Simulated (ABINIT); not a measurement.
# TiO2 (Anatase): G0W0 with ABINIT, start to end, part 2 of 3

How does a plane-wave GW calculation on TiO2 (Anatase) run from the first input to the gap?

ABINIT 10.8.3; LDA and many-body steps on it, plane waves. Known limits of the many-body steps: not at the basis limit.

So far. Step 2 (Ground state): The gap is indirect, with the least direct gap 0.31 eV higher.

**3. Bands along the symmetry lines**

Level of this step: DFT, LDA, plane waves, norm-conserving pseudopotentials (ABINIT).

The cheap functional maps the bands first; the places of the edges decide which points the dearer methods must see.

The input, run.abi:

```
acell 3*1.0 Angstrom
rprim 
  -1.892100000000 1.892100000000 4.757300000000
  1.892100000000 -1.892100000000 4.757300000000
  1.892100000000 1.892100000000 -4.757300000000
ntypat 2
znucl 22 8
natom 6
typat 1 1 2 2 2 2
xred 
  0.000000000000 0.000000000000 0.000000000000
  0.750000000000 0.250000000000 0.500000000000
  0.208100000000 0.208100000000 0.000000000000
  0.958100000000 0.458100000000 0.500000000000
  0.541900000000 0.041900000000 0.500000000000
  0.791900000000 0.791900000000 0.000000000000
pp_dirpath "pseudos"
pseudos "Ti.upf, O.upf"
ecut 38
iscf -2
irdden 1
kptopt 0
nkpt 76
kpt 
  0.00000000 0.00000000 0.00000000
  0.00000000 0.00000000 0.06250000
  0.00000000 0.00000000 0.12500000
  0.00000000 0.00000000 0.18750000
  0.00000000 0.00000000 0.25000000
  0.00000000 0.00000000 0.31250000
  0.00000000 0.00000000 0.37500000
  0.00000000 0.00000000 0.43750000
  0.00000000 0.00000000 0.50000000
  0.03125000 0.03125000 0.46875000
  0.06250000 0.06250000 0.43750000
  0.09375000 0.09375000 0.40625000
  0.12500000 0.12500000 0.37500000
  0.15625000 0.15625000 0.34375000
  0.18750000 0.18750000 0.31250000
  0.21875000 0.21875000 0.28125000
  0.25000000 0.25000000 0.25000000
  0.21875000 0.28125000 0.21875000
  0.18750000 0.31250000 0.18750000
  0.15625000 0.34375000 0.15625000
  0.12500000 0.37500000 0.12500000
  0.09375000 0.40625000 0.09375000
  0.06250000 0.43750000 0.06250000
  0.03125000 0.46875000 0.03125000
  0.00000000 0.50000000 0.00000000
  0.00000000 0.43750000 0.00000000
  0.00000000 0.37500000 0.00000000
  0.00000000 0.31250000 0.00000000
  0.00000000 0.25000000 0.00000000
  0.00000000 0.18750000 0.00000000
  0.00000000 0.12500000 0.00000000
  0.00000000 0.06250000 0.00000000
  0.00000000 0.00000000 0.00000000
  0.06250000 0.06250000 -0.06250000
  0.12500000 0.12500000 -0.12500000
  0.18750000 0.18750000 -0.18750000
  0.25000000 0.25000000 -0.25000000
  0.31250000 0.31250000 -0.31250000
  0.37500000 0.37500000 -0.37500000
  0.43750000 0.43750000 -0.43750000
  0.50000000 0.50000000 -0.50000000
  0.47369330 0.52630670 -0.47369330
  0.44738660 0.55261340 -0.44738660
  0.42107990 0.57892010 -0.42107990
  0.39477321 0.60522679 -0.39477321
  0.36846651 0.63153349 -0.36846651
  0.34215981 0.65784019 -0.34215981
  0.31585311 0.68414689 -0.31585311
  0.28954641 0.71045359 -0.28954641
  -0.28954641 0.28954641 0.28954641
  -0.25335311 0.25335311 0.25335311
  -0.21715981 0.21715981 0.21715981
  -0.18096651 0.18096651 0.18096651
  -0.14477320 0.14477320 0.14477320
  -0.10857990 0.10857990 0.10857990
  -0.07238660 0.07238660 0.07238660
  -0.03619330 0.03619330 0.03619330
  0.00000000 0.00000000 0.00000000
  0.00000000 0.00000000 0.50000000
  -0.00988660 0.00988660 0.50000000
  -0.01977321 0.01977321 0.50000000
  -0.02965981 0.02965981 0.50000000
  -0.03954642 0.03954642 0.50000000
  -0.04943302 0.04943302 0.50000000
  -0.05931962 0.05931962 0.50000000
  -0.06920623 0.06920623 0.50000000
  -0.07909283 0.07909283 0.50000000
  0.50000000 0.50000000 -0.07909283
  0.50000000 0.50000000 -0.13170623
  0.50000000 0.50000000 -0.18431962
  0.50000000 0.50000000 -0.23693302
  0.50000000 0.50000000 -0.28954642
  0.50000000 0.50000000 -0.34215981
  0.50000000 0.50000000 -0.39477321
  0.50000000 0.50000000 -0.44738660
  0.50000000 0.50000000 -0.50000000
istwfk *1
nband 36
nbdbuf 7
tolwfr 1e-07
nstep 50
prtwf 0
prtvol 0
indata_prefix "in"
outdata_prefix "out"
tmpdata_prefix "tmp"
```

Run with:

```
$ OMP_NUM_THREADS=1 mpirun -n 4 abinit run.abi > log
```

Numbers of over 12 decimals in the logs are rounded to 6 here.

The program printed:

```text
.Version 10.8.3 of ABINIT. v10.8.2 released Aug 2026.

 Symmetries : space group I4_1/a m d (#141); Bravais tI (body-center tetrag.)
[... echo of the input left out ...]
== DATASET  1 ==================================================================
-   mpi_nproc: 4, omp_nthreads: 1 (-1 if OMP is not activated)

--- !DatasetInfo
iteration_state: {dtset: 1, }
dimensions: {natom: 6, nkpt: 76, mband: 36, nsppol: 1, nspinor: 1, nspden: 1, mpw: 5174, }
cutoff_energies: {ecut:  38.0, pawecutdg:  -1.0, }
electrons: {nelect:   4.80000000E+01, charge:   0.00000000E+00, occopt:   1.00000000E+00, tsmear:   1.00000000E-02, }

 Real(R)+Recip(G) space primitive vectors, cartesian coordinates (Bohr,Bohr^-1):
 R(1)= -3.5755508  3.5755508  8.9899941  G(1)=  0.0000000  0.1398386  0.0556174
 R(2)=  3.5755508 -3.5755508  8.9899941  G(2)=  0.1398386  0.0000000  0.0556174
 R(3)=  3.5755508  3.5755508 -8.9899941  G(3)=  0.1398386  0.1398386  0.0000000
 Unit cell volume ucvol=  4.5973260E+02 bohr^3
 Angles (23,13,12)=  1.39434593E+02  1.39434593E+02  5.87128032E+01 degrees

 getcut: wavevector=  0.0000  0.0000  0.0000  ngfft=  60  60  60
         ecut(hartree)=     38.000   => boxcut(ratio)=   2.09654

--- Pseudopotential description ------------------------------------------------
- Ti Generated using ONCVPSP code by D. R. Hamann
- 22.00000  12.00000  180309                  znucl, zion, pspdat
12 -1012 2 -1 1568                            pspcod,pspxc,lmax,lloc,mmax
     nproj     2     2     2
  pspatm : epsatm=   14.84363209
         --- l  ekb(1:nproj) -->
             0   11.277028    1.250396
             1    1.832338   -0.094357
             2   -5.297893   -1.508002
 pspatm: atomic psp has been read  and splines computed

- O Generated using ONCVPSP code by D. R. Hamann
-  8.00000   6.00000  201201                  znucl, zion, pspdat
12 -1012 2 -1 926                             pspcod,pspxc,lmax,lloc,mmax
     nproj     2     2     1
  pspatm : epsatm=    6.27558587
         --- l  ekb(1:nproj) -->
[...]
2   -1.033686
 pspatm: atomic psp has been read  and splines computed

--------------------------------------------------------------------------------

================================================================================
 prteigrs : about to open file out_EIG
 Non-SCF case, kpt    1 (  0.00000  0.00000  0.00000), residuals and eigenvalues=
  8.45E-08  6.52E-08  5.91E-08  1.40E-08  9.07E-08  1.71E-08  8.82E-08  1.06E-08
  6.89E-08  4.17E-08  4.49E-08  4.80E-08  4.50E-08  1.88E-08  7.03E-08  5.85E-08
  3.11E-08  7.00E-08  1.91E-08  1.77E-08  6.14E-08  3.80E-08  2.44E-08  3.59E-08
[...]
1.27E-06  1.24E-07  3.68E-08  6.90E-05
 -1.9113E+00 -1.9090E+00 -1.0596E+00 -1.0504E+00 -1.0504E+00 -1.0476E+00
 -1.0476E+00 -1.0444E+00 -4.9997E-01 -4.6106E-01 -4.5507E-01 -4.4246E-01
[...]
2.01E-06  2.71E-06  3.45E-06  1.54E-04
[...]
Non-SCF case, kpt   75 (  0.50000  0.50000 -0.44739), residuals and eigenvalues=
[...]
Non-SCF case, kpt   76 (  0.50000  0.50000 -0.50000), residuals and eigenvalues=
[...]
2.2568E-01  2.2568E-01  2.7487E-01  2.7487E-01  2.9190E-01  2.9190E-01
  3.2276E-01  3.2276E-01  3.5345E-01  3.5345E-01  4.7852E-01  4.7852E-01

--- !ResultsGS
iteration_state: {dtset: 1, }
comment   : Summary of ground state results
lattice_vectors:
- [ -3.5755508,   3.5755508,   8.9899941, ]
- [  3.5755508,  -3.5755508,   8.9899941, ]
- [  3.5755508,   3.5755508,  -8.9899941, ]
lattice_lengths: [  10.31451,   10.31451,   10.31451, ]
lattice_angles: [139.435, 139.435,  58.713, ] # degrees, (23, 13, 12)
lattice_volume:   4.5973260E+02
convergence: {deltae:  0.000E+00, res2:  0.000E+00, residm:  9.992E-08, diffor:  0.000E+00, }
etotal    :  -1.85099057E+02
entropy   :   0.00000000E+00
fermie    :   1.35350574E-01
cartesian_stress_tensor: null
pressure_GPa: null
xred      :
- [  0.0000E+00,   0.0000E+00,   0.0000E+00, Ti]
- [  7.5000E-01,   2.5000E-01,   5.0000E-01, Ti]
- [  2.0810E-01,   2.0810E-01,  -3.2879E-19,  O]
- [  9.5810E-01,   4.5810E-01,   5.0000E-01,  O]
- [  5.4190E-01,   4.1900E-02,   5.0000E-01,  O]
- [  7.9190E-01,   7.9190E-01,  -1.2512E-18,  O]
cartesian_forces: null
force_length_stats: {min: null, max: null, mean: null, }

 Integrated electronic density in atomic spheres:
 ------------------------------------------------
 Atom  Sphere_radius  Integrated_density
[...]
================================================================================

 ----iterations are completed or convergence reached----

 Mean square residual over all n,k,spin=   50.099E-09; max=  99.921E-09
 reduced coordinates (array xred) for    6 atoms
[...]
0.541900000000      0.041900000000      0.500000000000
       0.791900000000      0.791900000000     -0.000000000000

 cartesian coordinates (angstrom) at end:
[...]
length scales=  1.889726125908  1.889726125908  1.889726125908 bohr
              =  1.000000000000  1.000000000000  1.000000000000 angstroms
 prteigrs : about to open file out_EIG
 Eigenvalues (hartree) for nkpt=  76  k points:
 kpt#   1, nband= 36, wtk=  1.00000, kpt=  0.0000  0.0000  0.0000 (reduced coord)
[...]
kpt#   2, nband= 36, wtk=  1.00000, kpt=  0.0000  0.0000  0.0625 (reduced coord)
[...]
kpt#   3, nband= 36, wtk=  1.00000, kpt=  0.0000  0.0000  0.1250 (reduced coord)
[...]
kpt#  75, nband= 36, wtk=  1.00000, kpt=  0.5000  0.5000 -0.4474 (reduced coord)
[...]
0.35665    0.35665    0.48058    0.48058
 kpt#  76, nband= 36, wtk=  1.00000, kpt=  0.5000  0.5000 -0.5000 (reduced coord)
[...]
0.05983    0.05983    0.08619    0.08619    0.08964    0.08964    0.13194    0.13194
   0.22568    0.22568    0.27487    0.27487    0.29190    0.29190    0.32276    0.32276
   0.35345    0.35345    0.47852    0.47852

== END DATASET(S) ==============================================================
================================================================================

 -outvars: echo values of variables after computation  --------
            nband          36
             nkpt          76
          spgroup         141
 [... the other variables as echoed above ...]

 Calculation completed.
```

Wall time 99 s (4 MPI ranks of Arm Neoverse V1, shared host); peak memory 0.53 GiB; 6.6 min of CPU time.

This step gave:

```
gap                        : 2.038 eV
k of the valence top       : 0, 0, 0.4375
k of the conduction bottom : 0, 0, 0
least direct gap           : 2.398 eV
```

The gap is 2.038 eV, −0.046 eV from the run before at this level.

The electronic bands at the labelled points (eV, zero at the top of the highest filled band):

| point | band 21 | band 22 | band 23 | band 24 | band 25 | band 26 | band 27 | band 28 |
| --- | --- | --- | --- | --- | --- | --- | --- | --- |
| Γ | -0.79 | -0.78 | -0.49 | -0.49 | 2.04 | 2.81 | 3.95 | 3.95 |
| halfway | -1.86 | -0.98 | -0.62 | -0.26 | 2.94 | 3.11 | 3.48 | 3.72 |
| X | -2.12 | -2.12 | -0.05 | -0.05 | 3.32 | 3.32 | 3.81 | 3.81 |
| halfway | -1.84 | -1.84 | -0.14 | -0.14 | 3.40 | 3.40 | 3.74 | 3.74 |
| P | -1.63 | -1.63 | -0.26 | -0.26 | 3.56 | 3.56 | 3.59 | 3.59 |
| halfway | -1.92 | -0.99 | -0.61 | -0.37 | 3.12 | 3.25 | 3.66 | 3.68 |
| N | -2.01 | -0.98 | -0.87 | -0.65 | 3.20 | 3.51 | 3.55 | 3.65 |
| halfway | -1.39 | -0.82 | -0.81 | -0.54 | 2.92 | 3.20 | 3.31 | 3.59 |
| Γ | -0.79 | -0.78 | -0.49 | -0.49 | 2.04 | 2.81 | 3.95 | 3.95 |
| halfway | -1.10 | -1.10 | -0.25 | -0.25 | 2.15 | 2.69 | 3.80 | 3.80 |
| M | -1.29 | -1.29 | -0.14 | -0.14 | 2.41 | 2.41 | 3.75 | 3.75 |
| halfway | -1.34 | -0.73 | -0.62 | -0.59 | 2.67 | 3.17 | 3.39 | 3.53 |
| S | -1.22 | -0.95 | -0.93 | -0.85 | 3.16 | 3.45 | 3.55 | 3.62 |
| jump to S0 | -1.22 | -0.95 | -0.93 | -0.85 | 3.16 | 3.45 | 3.55 | 3.62 |
| halfway | -1.53 | -0.94 | -0.85 | -0.59 | 3.08 | 3.28 | 3.31 | 3.61 |
| Γ | -0.79 | -0.78 | -0.49 | -0.49 | 2.04 | 2.81 | 3.95 | 3.95 |
| jump to X | -2.12 | -2.12 | -0.05 | -0.05 | 3.32 | 3.32 | 3.81 | 3.81 |
| halfway | -2.07 | -2.07 | -0.06 | -0.06 | 3.31 | 3.31 | 3.79 | 3.79 |
| R | -1.95 | -1.95 | -0.09 | -0.09 | 3.29 | 3.29 | 3.75 | 3.75 |
| jump to G | -1.95 | -1.95 | -0.09 | -0.09 | 3.29 | 3.29 | 3.75 | 3.75 |
| halfway | -1.12 | -1.12 | -0.55 | -0.55 | 3.01 | 3.01 | 3.52 | 3.52 |
| M | -1.29 | -1.29 | -0.14 | -0.14 | 2.41 | 2.41 | 3.75 | 3.75 |

**4. Empty states on the mesh, 4×4×4 mesh, 127 bands**

The sums over transitions need many empty states on a uniform mesh; this step solves for them.

The input, run.abi:

```
acell 3*1.0 Angstrom
rprim 
  -1.892100000000 1.892100000000 4.757300000000
  1.892100000000 -1.892100000000 4.757300000000
  1.892100000000 1.892100000000 -4.757300000000
ntypat 2
znucl 22 8
natom 6
typat 1 1 2 2 2 2
xred 
  0.000000000000 0.000000000000 0.000000000000
  0.750000000000 0.250000000000 0.500000000000
  0.208100000000 0.208100000000 0.000000000000
  0.958100000000 0.458100000000 0.500000000000
  0.541900000000 0.041900000000 0.500000000000
  0.791900000000 0.791900000000 0.000000000000
pp_dirpath "pseudos"
pseudos "Ti.upf, O.upf"
ecut 38
ngkpt 4 4 4
nshiftk 1
shiftk 0 0 0
kptopt 1
chksymbreak 0
iscf -2
irdden 1
istwfk *1
nband 127
nbdbuf 10
tolwfr 1e-09
nstep 60
prtvol 0
indata_prefix "in"
outdata_prefix "out"
tmpdata_prefix "tmp"
```

The program printed:

```text
.Version 10.8.3 of ABINIT. v10.8.2 released Aug 2026.

 Symmetries : space group I4_1/a m d (#141); Bravais tI (body-center tetrag.)
[... echo of the input left out ...]
== DATASET  1 ==================================================================
-   mpi_nproc: 4, omp_nthreads: 1 (-1 if OMP is not activated)

--- !DatasetInfo
iteration_state: {dtset: 1, }
dimensions: {natom: 6, nkpt: 13, mband: 127, nsppol: 1, nspinor: 1, nspden: 1, mpw: 5174, }
cutoff_energies: {ecut:  38.0, pawecutdg:  -1.0, }
electrons: {nelect:   4.80000000E+01, charge:   0.00000000E+00, occopt:   1.00000000E+00, tsmear:   1.00000000E-02, }

 Real(R)+Recip(G) space primitive vectors, cartesian coordinates (Bohr,Bohr^-1):
 R(1)= -3.5755508  3.5755508  8.9899941  G(1)=  0.0000000  0.1398386  0.0556174
 R(2)=  3.5755508 -3.5755508  8.9899941  G(2)=  0.1398386  0.0000000  0.0556174
 R(3)=  3.5755508  3.5755508 -8.9899941  G(3)=  0.1398386  0.1398386  0.0000000
 Unit cell volume ucvol=  4.5973260E+02 bohr^3
 Angles (23,13,12)=  1.39434593E+02  1.39434593E+02  5.87128032E+01 degrees

 getcut: wavevector=  0.0000  0.0000  0.0000  ngfft=  60  60  60
         ecut(hartree)=     38.000   => boxcut(ratio)=   2.09654

--- Pseudopotential description ------------------------------------------------
- Ti Generated using ONCVPSP code by D. R. Hamann
- 22.00000  12.00000  180309                  znucl, zion, pspdat
12 -1012 2 -1 1568                            pspcod,pspxc,lmax,lloc,mmax
     nproj     2     2     2
  pspatm : epsatm=   14.84363209
         --- l  ekb(1:nproj) -->
             0   11.277028    1.250396
             1    1.832338   -0.094357
             2   -5.297893   -1.508002
 pspatm: atomic psp has been read  and splines computed

- O Generated using ONCVPSP code by D. R. Hamann
-  8.00000   6.00000  201201                  znucl, zion, pspdat
12 -1012 2 -1 926                             pspcod,pspxc,lmax,lloc,mmax
     nproj     2     2     1
  pspatm : epsatm=    6.27558587
         --- l  ekb(1:nproj) -->
[...]
2   -1.033686
 pspatm: atomic psp has been read  and splines computed

--------------------------------------------------------------------------------

================================================================================
 prteigrs : about to open file out_EIG
 Non-SCF case, kpt    1 (  0.00000  0.00000  0.00000), residuals and eigenvalues=
  2.40E-10  1.76E-10  6.05E-10  5.22E-10  5.87E-10  3.16E-10  9.06E-10  4.64E-10
  9.35E-11  6.11E-10  6.18E-10  8.09E-11  6.05E-11  1.10E-10  1.55E-10  7.98E-11
  8.07E-11  1.95E-10  1.55E-10  1.33E-10  1.78E-10  1.41E-10  7.59E-11  2.50E-10
[...]
8.05E-09  3.07E-08  1.53E-06  1.10E-04  1.06E-04  5.15E-05  1.28E-03
 -1.9113E+00 -1.9090E+00 -1.0596E+00 -1.0504E+00 -1.0504E+00 -1.0476E+00
 -1.0476E+00 -1.0444E+00 -4.9997E-01 -4.6106E-01 -4.5507E-01 -4.4246E-01
 -9.2878E-03 -5.4984E-03 -5.4984E-03  9.0244E-03  5.8981E-02  5.8981E-02
[...]
2.3605E+00  2.3605E+00  2.3832E+00  2.3833E+00  2.4147E+00  2.4279E+00
  2.4397E+00  2.4397E+00  2.5144E+00  2.5566E+00  2.5921E+00  2.6108E+00
  2.6131E+00
 prteigrs : prtvol=0 or 1, do not print more k-points.

--- !ResultsGS
iteration_state: {dtset: 1, }
comment   : Summary of ground state results
lattice_vectors:
- [ -3.5755508,   3.5755508,   8.9899941, ]
- [  3.5755508,  -3.5755508,   8.9899941, ]
- [  3.5755508,   3.5755508,  -8.9899941, ]
lattice_lengths: [  10.31451,   10.31451,   10.31451, ]
lattice_angles: [139.435, 139.435,  58.713, ] # degrees, (23, 13, 12)
lattice_volume:   4.5973260E+02
convergence: {deltae:  0.000E+00, res2:  0.000E+00, residm:  9.990E-10, diffor:  0.000E+00, }
etotal    :  -1.85099057E+02
entropy   :   0.00000000E+00
fermie    :   1.35350574E-01
cartesian_stress_tensor: null
pressure_GPa: null
xred      :
- [  0.0000E+00,   0.0000E+00,   0.0000E+00, Ti]
- [  7.5000E-01,   2.5000E-01,   5.0000E-01, Ti]
- [  2.0810E-01,   2.0810E-01,  -3.2879E-19,  O]
- [  9.5810E-01,   4.5810E-01,   5.0000E-01,  O]
- [  5.4190E-01,   4.1900E-02,   5.0000E-01,  O]
- [  7.9190E-01,   7.9190E-01,  -1.2512E-18,  O]
cartesian_forces: null
force_length_stats: {min: null, max: null, mean: null, }

 Integrated electronic density in atomic spheres:
 ------------------------------------------------
 Atom  Sphere_radius  Integrated_density
[...]
================================================================================

 ----iterations are completed or convergence reached----

 Mean square residual over all n,k,spin=   37.469E-11; max=  99.900E-11
 reduced coordinates (array xred) for    6 atoms
[...]
0.541900000000      0.041900000000      0.500000000000
       0.791900000000      0.791900000000     -0.000000000000

 cartesian coordinates (angstrom) at end:
    1      0.000000     0.000000     0.000000
    2      0.000000     1.892100     2.378650
    3      0.000000    -0.000000     1.979988
    4      0.000000     1.892100     4.358638
    5     -0.000000     1.892100     0.398662
    6      0.000000    -0.000000     7.534612
 length scales=  1.889726125908  1.889726125908  1.889726125908 bohr
              =  1.000000000000  1.000000000000  1.000000000000 angstroms
 prteigrs : about to open file out_EIG
 Eigenvalues (hartree) for nkpt=  13  k points:
 kpt#   1, nband=127, wtk=  0.01563, kpt=  0.0000  0.0000  0.0000 (reduced coord)
[...]
2.22915    2.22915    2.23957    2.23957    2.26042    2.29437    2.29882    2.33148
   2.33148    2.33693    2.36049    2.36049    2.38321    2.38327    2.41473    2.42789
   2.43972    2.43972    2.51444    2.55664    2.59210    2.61078    2.61308
 prteigrs : prtvol=0 or 1, do not print more k-points.

== END DATASET(S) ==============================================================
================================================================================

 -outvars: echo values of variables after computation  --------
            nband         127
             nkpt          13
          spgroup         141
 [... the other variables as echoed above ...]

 Calculation completed.
```

Wall time 1.8 min (4 MPI ranks); peak memory 0.47 GiB.

Numbers from this step:

```
gap                                                           : 2.087 eV
k of the valence top                                          : 0.5, 0.5, 0
k of the conduction bottom                                    : 0, 0, 0
least direct gap                                              : 2.398 eV
k points computed                                             : 13
lowest point of the top converged band, above the valence top : 61.1704 eV
```

On this mesh the gap is 2.087 eV.

[end of part 2 of 3]

[Paths, hosts, dates, memory and timing lines, banners, echoed tables and standing remarks are left out of the program output.]

[Logs are printed without paths, hosts, clocks, repeated set-up lines and the standing remarks that a program may print on its own settings, such as how far it seeks lower states.]

[Runs of the session that timed out or met a known fault of the program may be left out.]

[Hosts, paths, dates, database ids (printed as entryN), source tags and the programs' standing remarks are cut or masked in the printed files.]

[G0W0 gaps are taken among the corrected bands and points alone; a level outside them can change the order at an edge.]

[Where Ansatz stands beside ABINIT at settings called matched, ABINIT's density can come from a denser mesh and the files from another edition; pairs whose starting gaps differed by over 0.03 eV were left out, so agreement reads better than it is.]
